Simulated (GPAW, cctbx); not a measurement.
# MgCd3Se4: the scripts behind a bonding study

Short scripts, each with its output. The cell is our own: ordered zincblende alloy in the eight-atom cube, 1 of 4 Cd sites given to Mg.

## Step 1: Build the all-electron density and subtract free atoms

```text
cell
1.0
     6.140569800    0.000000000    0.000000000
     0.000000000    6.140569800    0.000000000
     0.000000000    0.000000000    6.140569800
Cd Se Mg
3 4 1
Direct
0.000000000 0.500000000 0.500000000
0.500000000 0.000000000 0.500000000
0.500000000 0.500000000 0.000000000
0.245057070 0.245057070 0.245057070
0.245057070 0.754942930 0.754942930
0.754942930 0.245057070 0.754942930
0.754942930 0.754942930 0.245057070
0.000000000 0.000000000 0.000000000
```

```python
import numpy as np
from ase.io import read
from ase.units import Bohr
from gpaw import GPAW, PW, FermiDirac
from gpaw.calculator import GPAW as OldGPAW
from gpaw.mpi import serial_comm, world
from scipy.special import erfc
from scipy.spatial import cKDTree

atoms = read("cell.vasp")
atoms.calc = GPAW(mode=PW(600), xc="PBE", kpts={"size": (4, 4, 4), "gamma": True},
                 occupations=FermiDirac(0.02), maxiter=160, symmetry={"tolerance": 1e-5}, txt="scf.txt")
atoms.get_potential_energy()
rho = atoms.calc.get_all_electron_density(gridrefinement=2)
moments = atoms.get_magnetic_moments() if atoms.calc.get_number_of_spins() == 2 else np.zeros(len(atoms))
total = atoms.get_magnetic_moment() if moments.any() else 0.0
if world.rank == 0:
    free = OldGPAW(mode=PW(600), xc="PBE", txt=None, communicator=serial_comm)
    neutral = atoms.copy()
    neutral.set_initial_magnetic_moments(None)
    free.initialize(neutral)
    free.set_positions(neutral)
    drho = rho - free.get_all_electron_density(gridrefinement=2)
    # GPAW starts from confined atoms: exchange their smooth part for that of the datasets' free atoms
    h = np.stack(np.meshgrid(*[np.fft.fftfreq(n, 1 / n) for n in drho.shape], indexing="ij"), -1)
    gabs = np.linalg.norm(h @ atoms.cell.reciprocal(), axis=-1)
    tails = np.fft.fftn(free.get_pseudo_density(gridrefinement=2))
    g, form, v0 = np.linspace(0, gabs.max(), 1500), {}, 0
    for e in set(atoms.symbols):
        idx = atoms.symbols.search(e)
        d = free.setups[idx[0]].data
        r, w = d.rgd.r_g * Bohr, d.rgd.r_g**2 * d.rgd.dr_g
        j0 = np.sinc(2 * g[:, None] * r)
        smooth = sum(f * p**2 for f, p in zip(d.f_j, d.phit_jg)) + np.sqrt(4 * np.pi) * d.nct_g
        full = sum(f * p**2 for f, p in zip(d.f_j, d.phi_jg)) + np.sqrt(4 * np.pi) * d.nc_g
        phase = sum(np.exp(-2j * np.pi * h @ s) for s in atoms.get_scaled_positions()[idx])
        tails -= np.interp(gabs, g, j0 @ (smooth * w)) * phase * drho.size / atoms.get_volume()
        form[e] = j0 @ (full * w)
        v0 += 2 * np.pi / 3 * 14.3996 * (full * w * r**2).sum() * len(idx)  # V A^3
    tails *= 0.5 * erfc((gabs - 1.8) / 0.25)  # the tails differ at long wavelengths alone
    drho += np.fft.ifftn(tails).real  # crystal minus superposed spherical free atoms
    np.save("drho.npy", drho)
    dv = atoms.get_volume() / drho.size
    print("grid", drho.shape, " electrons %.3f" % (rho.sum() * dv), " moved by bonding %.3f e" % (abs(drho).sum() * dv / 2))
    pts = np.indices(drho.shape).reshape(3, -1).T / drho.shape @ atoms.cell
    shifts = (np.indices((3, 3, 3)).reshape(3, -1).T - 1) @ atoms.cell
    images = (atoms.positions[None] + shifts[:, None]).reshape(-1, 3)
    dist, idx = cKDTree(images).query(pts, k=4)
    out = drho.ravel()[dist[:, 0] > 0.5]
    print("deformation density beyond 0.5 A of the nuclei: max %.3f, min %.3f e/A^3" % (out.max(), out.min()))
    tie = dist < dist[:, :1] + 1e-4
    q = -np.bincount((idx % len(atoms))[tie], (drho.ravel()[:, None] / tie.sum(1, keepdims=True) * tie)[tie], len(atoms)) * dv
    print("atom        x       y       z   Voronoi charge  moment")
    for a, s, c, m in zip(atoms, atoms.get_scaled_positions(), q, moments):
        print("%-2s%-3d %7.4f %7.4f %7.4f %10.3f %10.2f" % (a.symbol, a.index + 1, *s, c, m))
    np.savez("free.npz", g=g, **form)
    print("mean inner potential of superposed free atoms %.3f V" % (v0 / atoms.get_volume()))
    print("total magnetic moment %.3f muB" % total)
```

```console
$ OMP_NUM_THREADS=1 mpirun -n 4 gpaw python run.py > gpaw.log
```

```text
grid (70, 70, 70)  electrons 292.000  moved by bonding 1.808 e
deformation density beyond 0.5 A of the nuclei: max 0.115, min -0.071 e/A^3
atom        x       y       z   Voronoi charge  moment
Cd1    0.0000  0.5000  0.5000      0.327       0.00
Cd2    0.5000  0.0000  0.5000      0.327       0.00
Cd3    0.5000  0.5000  0.0000      0.327       0.00
Se4    0.2451  0.2451  0.2451     -0.324       0.00
Se5    0.2451  0.7549  0.7549     -0.324       0.00
Se6    0.7549  0.2451  0.7549     -0.324       0.00
Se7    0.7549  0.7549  0.2451     -0.324       0.00
Mg8    0.0000  0.0000  0.0000      0.316       0.00
mean inner potential of superposed free atoms 12.551 V
total magnetic moment 0.000 muB
```

Time: 47 s on 4 cores of Arm Neoverse N1 (shared host), peak memory 1 GiB.

## Step 2: Fourier-transform the difference

```python
from cctbx import adptbx, crystal, miller, xray
from cctbx.eltbx import tiny_pse
import numpy as np

cs = crystal.symmetry(unit_cell=(6.1406, 6.1406, 6.1406, 90, 90, 90), space_group_symbol='Hall: P -4 2 3')  # P-43m
atoms = [  # label, site, U (iso, or U11 U22 U33 U12 U13 U23 in A^2), occupancy
    ("Cd1", (0, 0.5, 0.5), 0.0000, 1),
    ("Se1", (0.24506, 0.24506, 0.24506), 0.0000, 1),
    ("Mg1", (0, 0, 0), 0.0000, 1),
]
xs = xray.structure(crystal_symmetry=cs)
for label, site, u, occ in atoms:
    u = adptbx.u_cif_as_u_star(cs.unit_cell(), u) if isinstance(u, tuple) else u
    xs.add_scatterer(xray.scatterer(label, site=site, u=u, occupancy=occ))
xs.scattering_type_registry(table="wk1995")
drho = np.load("drho.npy")
T = np.array([[1, 0, 0], [0, 1, 0], [0, 0, 1]])  # conventional axes in terms of the primitive ones
dF = np.fft.ifftn(drho) * 231.53999  # electrons a conventional cell, indexed by primitive hkl
ms = miller.build_set(cs, anomalous_flag=False, d_min=0.9).sort("resolution")
iam = ms.structure_factors_from_scatterers(xs, algorithm="direct").f_calc()
p1 = xs.expand_to_p1()
z = np.array([tiny_pse.table(sc.scattering_type).atomic_number() for sc in p1.scatterers()])
x = np.array(p1.sites_frac())
free = np.load("free.npz")
print("static structure factors of the conventional cell: F in electrons, V (Mott-Bethe) in volts")
print("   h  k  l      d  |F| table  |F| free   |F| DFT   change   |V| free  |V| DFT  change %")
for h, d, table in list(zip(ms.indices(), ms.d_spacings().data(), iam.data()))[:26]:
    df = dF[tuple(np.rint(np.linalg.solve(T, h)).astype(int))]
    phase = np.exp(2j * np.pi * x @ h)
    f = sum(np.interp(1 / d, free["g"], free[sc.scattering_type]) * p for sc, p in zip(p1.scatterers(), phase))
    fz = (z * phase).sum()
    c = 14.3996 * d * d / (np.pi * cs.unit_cell().volume())
    v0, v1 = abs(fz - f) * c, abs(fz - f - df) * c
    print("%4d%3d%3d %7.4f %9.3f %9.3f %9.3f %8.3f %9.3f %8.3f %8s" % (h + (d, abs(table), abs(f), abs(f + df), abs(f + df) - abs(f), v0, v1, "%.1f" % (100 * (v1 / v0 - 1)) if v0 > 0.02 else "-")))
```

```console
$ python run.py
```

```text
static structure factors of the conventional cell: F in electrons, V (Mott-Bethe) in volts
   h  k  l      d  |F| table  |F| free   |F| DFT   change   |V| free  |V| DFT  change %
   0  1  0  6.1406    30.879    30.888    30.819   -0.069     0.665    0.717      7.8
   0  1  1  4.3421    33.684    33.684    33.631   -0.054     0.815    0.835      2.5
   1  1  1  3.5453   180.952   181.025   181.318    0.293     6.425    6.349     -1.2
   0  2  0  3.0703    18.653    18.556    17.850   -0.706     0.318    0.450     41.4
   0  2  1  2.7462    34.444    34.418    34.430    0.012     0.865    0.863     -0.2
   1  2  1  2.5069    31.051    31.019    31.035    0.016     0.758    0.756     -0.3
   0  2  2  2.1710   222.313   222.147   221.961   -0.186     6.469    6.486      0.3
   1  2  2  2.0469    25.067    25.031    25.046    0.015     0.561    0.560     -0.2
   0  3  0  2.0469    37.560    37.523    37.548    0.025     0.922    0.920     -0.2
   0  3  1  1.9418    27.883    27.849    27.915    0.066     0.638    0.633     -0.8
   1  3  1  1.8515   148.278   148.085   147.799   -0.286     3.963    3.982      0.5
   2  2  2  1.7726    15.311    15.219    15.683    0.464     0.346    0.320     -7.5
   0  3  2  1.7031    17.340    17.328    17.367    0.040     0.347    0.345     -0.7
   1  3  2  1.6411    25.988    25.969    25.982    0.014     0.566    0.566     -0.1
   0  4  0  1.5352   192.157   191.858   191.758   -0.099     4.623    4.628      0.1
   2  3  2  1.4893    32.649    32.628    32.659    0.031     0.701    0.700     -0.2
   0  4  1  1.4893    21.695    21.696    21.741    0.045     0.444    0.442     -0.4
   1  4  1  1.4474    26.324    26.315    26.348    0.033     0.552    0.551     -0.2
   0  3  3  1.4474    23.318    23.319    23.313   -0.006     0.477    0.477      0.1
   1  3  3  1.4088   130.356   130.170   130.409    0.239     2.986    2.976     -0.3
   0  4  2  1.3731    12.287    12.376    12.643    0.267     0.333    0.323     -3.0
   1  4  2  1.3400    25.724    25.733    25.761    0.028     0.514    0.513     -0.2
   2  3  3  1.3092    24.109    24.124    24.171    0.047     0.474    0.473     -0.3
   2  4  2  1.2534   172.239   172.049   172.203    0.154     3.682    3.677     -0.1
   0  4  3  1.2281    29.491    29.508    29.532    0.024     0.568    0.568     -0.1
   0  5  0  1.2281     9.622     9.679     9.717    0.038     0.158    0.157     -0.7
```

Time: 0.52 s on 1 core of Arm Neoverse N1 (shared host), peak memory 0.08 GiB.

[Outputs are excerpts: Python notices, other lines and further rows are left out; steps that failed or that the build refused (PBEsol, TPSS) are not shown.]

[Logs are printed without paths, hosts, clocks, repeated set-up lines and the standing remarks that a program may print on its own settings, such as how far it seeks lower states.]
